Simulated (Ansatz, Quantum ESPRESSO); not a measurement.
## Al3W (Pm-3m): zone-centre phonons: relaxing the cell and atoms

Quantum ESPRESSO 7.5; DFT PBE, scalar-relativistic, plane waves, PseudoDojo norm-conserving pseudopotentials.

The structure was built from a prototype and need not be the compound's stable phase.

Symmetry: Pm-3m, No. 221, cubic system. The conventional cell has a = 3.972 Å, b = 3.972 Å, c = 3.972 Å, α = 90.00°, β = 90.00°, γ = 90.00°. Nearest to W lie 12 Al at 2.81 Å. Nearest to Al lie 4 W at 2.81 Å and 8 Al at 2.81 Å. Farther neighbours are not listed.

Step by step:

```
step  energy less that of the first step (eV)  largest force (eV/Å)  pressure (GPa)  volume (Å³)
   1                                   0.0000                0.0000           -3.32        62.69
   2                                  -0.0146                0.0000           -1.08        61.63
   3                                  -0.0162                0.0000            0.04        61.14
   4                                  -0.0162                0.0000            0.00        61.16
   5                                  -0.0162                0.0000            0.00        61.16
   6                                  -0.0157                0.0000           -0.02        61.16
```

```
conventional cell, symmetrised  before  after  change
                         a (Å)   3.972  3.940  -0.8 %
                         b (Å)   3.972  3.940  -0.8 %
                         c (Å)   3.972  3.940  -0.8 %
              volume (Å³/atom)   15.67  15.29  -2.4 %
```

Final coordinates:

```
CELL_PARAMETERS angstrom
3.93988 0.00000 0.00000
0.00000 3.93988 0.00000
0.00000 0.00000 3.93988
ATOMIC_POSITIONS crystal
W 0.00000 0.00000 0.00000
Al 0.00000 0.50000 0.50000
Al 0.50000 0.00000 0.50000
Al 0.50000 0.50000 0.00000
```

The last row of the table of steps is pw.x's closing run on a basis chosen anew for the final cell, so its energy can jump.

This step gave:

```yaml
volume_per_atom: 15.29 Å³
pressure: -0.018 GPa
```

The volume changes by -2.4 % from the cell with which this run began.

Q: Write an input that reproduces this.

The system, level and task follow from the heading and the kind of results. Meshes, cutoffs and thresholds can't be read from the results; these are the ones that the run used.

The input, relax.in:

```
 &control
    calculation='vc-relax',
    prefix='x',
    outdir='./tmp',
    pseudo_dir='./pseudo',
    tprnfor=.true.,
    tstress=.true.,
    forc_conv_thr=2.0d-05,
    etot_conv_thr=1.0d-07,
    nstep=40,
 /
 &system
    ibrav=1,
    celldm(1)=7.50689495,
    nat=4,
    ntyp=2,
    ecutwfc=62.0,
    occupations='smearing',
    smearing='mv',
    degauss=0.02,
 /
 &electrons
    conv_thr=1.0d-11,
    mixing_beta=0.7,
    electron_maxstep=100,
 /
 &ions
 /
 &cell
    press_conv_thr=0.2,
 /
ATOMIC_SPECIES
 W     183.8400  W.upf
 Al     26.9815  Al.upf
ATOMIC_POSITIONS crystal
 W      0.000000000   0.000000000   0.000000000
 Al     0.000000000   0.500000000   0.500000000
 Al     0.500000000   0.000000000   0.500000000
 Al     0.500000000   0.500000000   0.000000000
K_POINTS automatic
 8 8 8 0 0 0
```

Started as:

```sh
> OMP_NUM_THREADS=1 mpirun -n 4 pw.x -nk 4 -in relax.in > relax.out
```

[Host names and launcher messages were left out of these logs when they were recorded.]

[Logs are printed without paths, hosts, clocks, repeated set-up lines and the standing remarks that a program may print on its own settings, such as how far it seeks lower states.]

[Hosts, paths, dates, database ids (printed as entryN), source tags and the programs' standing remarks are cut or masked in the printed files.]
